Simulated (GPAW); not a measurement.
The F K edge of atom 3 in VF3 (P-1), with 1 V at 1.92 Å and 1 V at 1.96 Å (bent, 143°, site symmetry 1), was computed in 2 ways: full core hole (charged cell) and half core hole. Program and functional: GPAW, LDA + U, Gaussian full width 0.9 eV up to 4 eV, rising linearly to 3.5 eV at 25 eV; cells of 8 atoms.

Each run is counted from its own lowest empty level or Fermi level and scaled to a mean of 1 over its first 20 eV.

| E (eV) | run 1 | run 2 |
| --- | --- | --- |
| -2.0 | 0.00 | 0.00 |
| -1.0 | 0.00 | 0.00 |
| 0.0 | 0.01 | 0.01 |
| 1.0 | 0.04 | 0.11 |
| 2.0 | 1.02 | 1.41 |
| 3.0 | 1.21 | 0.96 |
| 4.0 | 1.46 | 1.01 |
| 5.0 | 0.21 | 0.13 |
| 6.0 | 0.42 | 0.40 |
| 7.0 | 0.62 | 0.76 |
| 8.0 | 1.05 | 1.35 |
| 9.0 | 1.28 | 1.68 |
| 10.0 | 1.47 | 1.84 |
| 11.0 | 1.72 | 1.78 |
| 12.0 | 1.97 | 1.77 |
| 13.0 | 1.64 | 1.33 |
| 14.0 | 1.26 | 1.06 |
| 15.0 | 1.09 | 0.92 |
| 16.0 | 0.89 | 0.77 |
| 17.0 | 0.71 | 0.67 |
| 18.0 | 0.69 | 0.71 |
| 19.0 | 0.78 | 0.80 |
| 20.0 | 0.78 | 0.77 |
| 21.0 | 0.64 | 0.61 |
| 22.0 | 0.51 | 0.52 |
| 23.0 | 0.51 | 0.57 |
| 24.0 | 0.59 | 0.69 |
| 25.0 | 0.69 | 0.82 |
| 26.0 | 0.80 | 0.94 |
| 27.0 | 0.87 | 1.02 |
| 28.0 | 0.89 | 1.05 |
| 29.0 | 0.90 | 1.10 |
| 30.0 | 0.97 | 1.21 |
| 31.0 | 1.08 | 1.34 |
| 32.0 | 1.19 | 1.44 |

**Question.** Which run is which?

Run 1: half core hole (area from −2 to 6 eV 4.2, main maxima 2.5 eV (1.82), 4.0 eV (1.46), 12.0 eV (1.97) and 19.5 eV (0.80)). Run 2: full core hole (charged cell) (area from −2 to 6 eV 3.9, main maxima 2.3 eV (1.57), 3.6 eV (1.42), 10.0 eV (1.84) and 11.6 eV (1.82)). 

[Hosts, paths, dates, database ids (printed as entryN), source tags and the programs' standing remarks are cut or masked in the printed files.]

[Lists of maxima count a maximum above −3 eV only where it reaches 4 % of the highest in the window and stands out from its surroundings by 2 % of it (1.5 % where it reaches 55 %); shoulders and weaker maxima are passed over, and of the rest the first, up to two pre-edge ones and the few strongest are named.]
